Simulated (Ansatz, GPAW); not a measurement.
# CSeO (model structure): optical spectrum from first principles, part 3 of 3

Wanted: where CSeO (model structure) starts to absorb, how strongly, and its refractive index. The cell was made here by substitution or stacking, whether or not such a phase is known. It was built so: All S replaced by Se in the R3m structure of CSO. The cell is first relaxed with Ansatz.

GPAW 26.7.0; DFT, LDA, plane-wave PAW (GPAW data sets), scalar-relativistic, RPA, optical limit.

So far. Step 3 (Ground state): There is a gap, 3.54 eV on this mesh (points off the mesh can give less), so no carriers' term is needed.

## 5. Dielectric function, RPA

Local fields let the induced charge screen the field inside the cell, which as a rule lowers ε, most along directions where the density is uneven.

This step: DFT, LDA, plane-wave PAW (GPAW data sets), scalar-relativistic, RPA, optical limit (GPAW 26.7.0).

df.py reads:

```python
from gpaw.response.df import DielectricFunction

df = DielectricFunction('full.gpw', frequencies={'type': 'nonlinear', 'domega0': 0.03, 'omega2': 8},
                        ecut=50,
                        eta=0.1,
                        nbands=38,
                        txt='df.txt')
for direction in ['x', 'z']:
    df.get_dielectric_function(xc='RPA', direction=direction, filename=f'df_{direction}.csv')
```

Command:

```console
OMP_NUM_THREADS=1 python df.py
```

Numbers of over 12 decimals in the logs are rounded to 6 here.

The log of the run:

```text
Using integrator: PointIntegrator
NonLinearFrequencyDescriptor(from 0.000 to 57.539 eV, 483 points)
Nonperiodic BCs:  [False False False]
Using integrator: PointIntegrator
NonLinearFrequencyDescriptor(from 0.000 to 57.539 eV, 483 points)
Nonperiodic BCs:  [False False False]

Calculating chi0 body with:
    Ground state adapter containing:
    Number of spins: 1
    Number of kpoints: 729
    Number of irreducible kpoints: 85
    Number of completely occupied states: 8
    Number of partially occupied states: 8

    Linear response parametrization:
    q_c: [0.0, 0.0, 0.0]
    Number of frequency points: 483
    Planewave cutoff: 50.0
    Number of bands: 38
    Number of planewaves: 51
    Broadening (eta): 0.1

Integrating chi0 body.

Symmetries of q_c:
    Direct symmetries (Uq -> q): 6
    Indirect symmetries (TUq -> q): 6
In total 12 allowed symmetries.

85 groups of equivalent kpoints. 88.340192% reduction.

Integral kind: spectral function

Calculating chi0 optical extensions with:
    Ground state adapter containing:
    Number of spins: 1
    Number of kpoints: 729
    Number of irreducible kpoints: 85
    Number of completely occupied states: 8
    Number of partially occupied states: 8

    Linear response parametrization:
    Number of frequency points: 483
    Planewave cutoff: 50.0
    Number of bands: 38
    Number of planewaves: 51
    Broadening (eta): 0.1
Integrating chi0 head and wings.

Symmetries of q_c:
    Direct symmetries (Uq -> q): 6
    Indirect symmetries (TUq -> q): 6
In total 12 allowed symmetries.

85 groups of equivalent kpoints. 88.340192% reduction.

Integral kind: spectral function wings
```

It took 8 s on 1 thread of Arm Neoverse V1, shared host; peak memory 0.29 GiB.

Read-outs, printed or worked out from the files:

```
electronic dielectric constant ε∞, mean over x, y and z (by symmetry where fewer were run) : 3.099
main peak of Im epsilon, first axis                                                        : 12.69 eV
```

The Im ε has structure finer than the step of the table below, so its rows give means over 1 eV, whole bins alone (the curve runs from 0 to 29.7 eV). Peaks (eV: height): E ∥ x 4.1: 1.91, 6.3: 1.10, 8.8: 2.27, 9.5: 2.61, 11.1: 2.50, 12.7: 2.74, 13.5: 2.12; E ∥ z 7.3: 15.2, 10.6: 6.16, 12.5: 6.06.

Values under the direct gap are tails of Lorentzian lines. Table of Im ε by photon energy; means over each step:

```
photon energy (eV)    E ∥ x   E ∥ z
                 1  0.00675  0.0150
                 2   0.0183  0.0386
                 3   0.0653   0.114
                 4     1.25    1.77
                 5     1.21    3.49
                 6    0.866    2.81
                 7    0.779    8.32
                 8    0.773    1.89
                 9     2.11    1.15
                10     1.80    2.37
                11     2.23    4.61
                12     1.65    4.08
                13     2.02    3.22
                14     1.71    1.33
                15     1.30    1.24
                16     1.04   0.705
                17    0.752   0.547
                18    0.646   0.376
                19    0.654   0.386
                20    0.529   0.526
                21    0.421   0.337
                22    0.379   0.265
                23    0.461   0.246
                24    0.499   0.195
                25    0.389   0.181
                26    0.346   0.188
                27    0.346   0.163
                28    0.391   0.149
                29    0.400   0.136
```

The Re ε by photon energy:

```
photon energy (eV)  E ∥ x   E ∥ z
                 0   2.59    4.12
                 1   2.62    4.19
                 2   2.73    4.44
                 3   3.04    5.05
                 4   3.82    6.80
                 5   1.89    4.84
                 6   2.38    3.88
                 7   2.22    8.91
                 8   3.11   -1.38
                 9   2.39    1.54
                10   1.93    3.83
                11   1.64    1.42
                12  0.876   0.754
                13   1.02   -1.61
                14  0.457  -0.999
                15  0.472   -1.10
                16  0.272  -0.315
                17  0.458  -0.293
                18  0.596  0.0370
                19  0.552   0.279
                20  0.503   0.248
                21  0.646   0.201
                22  0.740   0.311
                23  0.807   0.395
                24  0.701   0.431
                25  0.698   0.537
                26  0.726   0.551
                27  0.778   0.574
                28  0.790   0.629
                29  0.738   0.641
```

Table of refractive index n and extinction k by photon energy:

```
photon energy (eV)  n, E ∥ x  k, E ∥ x  n, E ∥ z  k, E ∥ z
                 0      1.61         0      2.03         0
                 1      1.62   0.00204      2.05   0.00359
                 2      1.65   0.00529      2.11   0.00885
                 3      1.74    0.0155      2.25    0.0222
                 4      2.00     0.427      2.63     0.354
                 5      1.43     0.392      2.31     0.717
                 6      1.57     0.262      2.08     0.655
                 7      1.51     0.275      3.28      1.35
                 8      1.77     0.203     0.460      1.26
                 9      1.65     0.565      1.30     0.396
                10      1.49     0.549      2.00     0.433
                11      1.51     0.804      1.74      1.27
                12      1.15     0.674      1.48      1.20
                13      1.25     0.732     0.812      1.51
                14      1.03     0.782     0.491      1.11
                15     0.941     0.643     0.569      1.19
                16     0.805     0.614     0.457     0.724
                17     0.805     0.436     0.391     0.668
                18     0.851     0.358     0.452     0.409
                19     0.841     0.394     0.605     0.296
                20     0.780     0.326     0.645     0.411
                21     0.846     0.264     0.543     0.305
                22     0.886     0.210     0.600     0.223
                23     0.932     0.251     0.660     0.201
                24     0.884     0.283     0.672     0.145
                25     0.866     0.227     0.742     0.119
                26     0.874     0.196     0.752     0.121
                27     0.903     0.191     0.765     0.102
                28     0.915     0.216     0.799    0.0992
                29     0.888     0.226     0.805    0.0824
```

The loss function −Im 1/ε at q → 0 has structure finer than the step of the table below, so its rows give means over 1 eV, whole bins alone (the curve runs from 0 to 29.7 eV). Peaks (eV: height): E ∥ x 4.8: 0.258, 12.0: 0.488, 16.7: 1.13, 17.5: 1.09, 19.8: 1.03, 24.5: 0.738; E ∥ z 8.2: 1.05, 17.8: 2.76, 20.6: 2.23.

Values under the direct gap are tails of Lorentzian lines. Loss function −Im 1/ε at q → 0 against energy loss; means over each step:

```
energy loss (eV)    E ∥ x    E ∥ z
               1   9.8e-4   8.5e-4
               2  0.00241  0.00193
               3  0.00657  0.00421
               4   0.0956   0.0383
               5    0.203   0.0968
               6    0.140    0.114
               7    0.139   0.0609
               8   0.0788    0.465
               9    0.184    0.347
              10    0.267    0.121
              11    0.295    0.212
              12    0.412    0.242
              13    0.377    0.240
              14    0.552    0.490
              15    0.699    0.530
              16    0.885     1.08
              17     1.02     1.52
              18    0.887     2.54
              19    0.880     1.83
              20    0.951     1.58
              21    0.734     2.07
              22    0.562     1.51
              23    0.540     1.11
              24    0.679    0.845
              25    0.632    0.578
              26    0.535    0.554
              27    0.478    0.457
              28    0.514    0.371
              29    0.576    0.312
```

The reflectivity at normal incidence has structure finer than the step of the table below, so its rows give means over 1 eV, whole bins alone (the curve runs from 0 to 29.7 eV). Peaks (eV: height): E ∥ x 4.0: 12.9, 9.5: 13.8, 11.1: 14.1, 11.8: 12.9, 12.8: 16.3, 13.7: 15.5, 15.8: 12.8; E ∥ z 7.6: 65.7, 10.7: 29.7, 12.8: 51.7, 13.8: 51.3, 15.3: 48.9, 17.0: 34.3, 20.4: 15.3.

The reflectivity at normal incidence by photon energy; means over each step:

```
photon energy (eV)  E ∥ x (%)  E ∥ z (%)
                 1       5.60       11.8
                 2       6.10       12.7
                 3       7.51       14.9
                 4       11.1       20.1
                 5       6.51       20.1
                 6       5.82       16.9
                 7       5.21       36.5
                 8       7.84       42.2
                 9       11.8       5.91
                10       9.30       14.1
                11       12.1       25.8
                12       9.40       24.3
                13       12.0       43.5
                14       13.5       40.8
                15       11.4       39.1
                16       11.0       32.9
                17       7.77       32.8
                18       4.95       21.4
                19       4.92       10.2
                20       4.61       10.7
                21       2.70       11.7
                22       1.70       7.63
                23       1.78       5.36
                24       2.61       4.39
                25       2.07       2.77
                26       1.55       2.48
                27       1.27       2.13
                28       1.48       1.64
                29       1.79       1.35
```

From ε follow the optical constants at some laser and lamp lines:

```
wavelength (nm)   n x    k x  R (%) x   1/α x   n z    k z  R (%) z   1/α z
           1550  1.62  0.002      5.5   78 µm  2.04  0.003     11.7   44 µm
           1064  1.62  0.002      5.6   35 µm  2.05  0.004     11.9   20 µm
            532  1.67  0.007      6.4  5.9 µm  2.14  0.012     13.2  3.6 µm
            405  1.75  0.017      7.5  1.9 µm  2.26  0.024     15.0  1.3 µm
            365  1.83  0.032      8.6  898 nm  2.36  0.040     16.4  726 nm
            308  1.98  0.457     12.8   54 nm  2.63  0.377     21.0   65 nm
            193  1.51  0.323      5.6   47 nm  2.29  0.489     17.2   31 nm
```

Below the direct gap, k and the depth come from the tails of the Lorentzian lines, not from transitions.

Rows near the edge hang on the gap, which this functional as a rule makes too small, and phonon-assisted absorption is left out.

At 1064 nm the birefringence n(z) − n(x) is +0.431: the crystal is uniaxial positive at this level.

## 6. Results

```
electronic dielectric constant ε∞, mean over x, y and z (by symmetry where fewer were run) (RPA) : 3.10
main peak of Im epsilon, first axis                                                              : 12.7 eV
```

What this shows: At this level (LDA, RPA) CSeO has a mean ε∞ = 3.10 and n = 1.62 at 1550 nm (E ∥ x), and Im ε peaks at 12.7 eV (E ∥ x). The cell shrank by 32.5 % in volume. On the mesh the gap is 3.55 eV and the least direct gap 3.81 eV, so on this mesh the band edges lie at different points. Local fields change the static value along x from 3.02 to 2.59 (-14 %). Distinct maxima of Im ε, read by a parabola through the highest points, lie at 8.74 eV (2.3), 9.45 eV (2.6), 11.08 eV (2.5) and 12.69 eV (2.8) for E ∥ x. The static values by axis are 2.59 (x), 4.12 (z). At 1064 nm the birefringence n(z) − n(x) is +0.431: the crystal is uniaxial positive at this level. Excitons and phonon-assisted transitions are missing; LDA gaps are as a rule too small, which pulls the onset down and ε∞ up. The sum runs over mesh points, so small or evenly spaced maxima can still be ripples of the mesh. The curves end at 30 eV, about where the summed bands run out. In this version of GPAW the matrix elements of the optical limit are incomplete, which can lower ε − 1 by up to a tenth where first-row anions or d states rule, and shift it by more in d metals. Besides steps told in other documents, this task had 1 run with a known fault of program or setting; those not told in a step above aren't shown.

[Machine, clock and banner lines and Python warnings are left out of the logs.]

[Logs are printed without paths, hosts, clocks, repeated set-up lines and the standing remarks that a program may print on its own settings, such as how far it seeks lower states.]

[Hosts, paths, dates, database ids (printed as entryN), source tags and the programs' standing remarks are cut or masked in the printed files.]
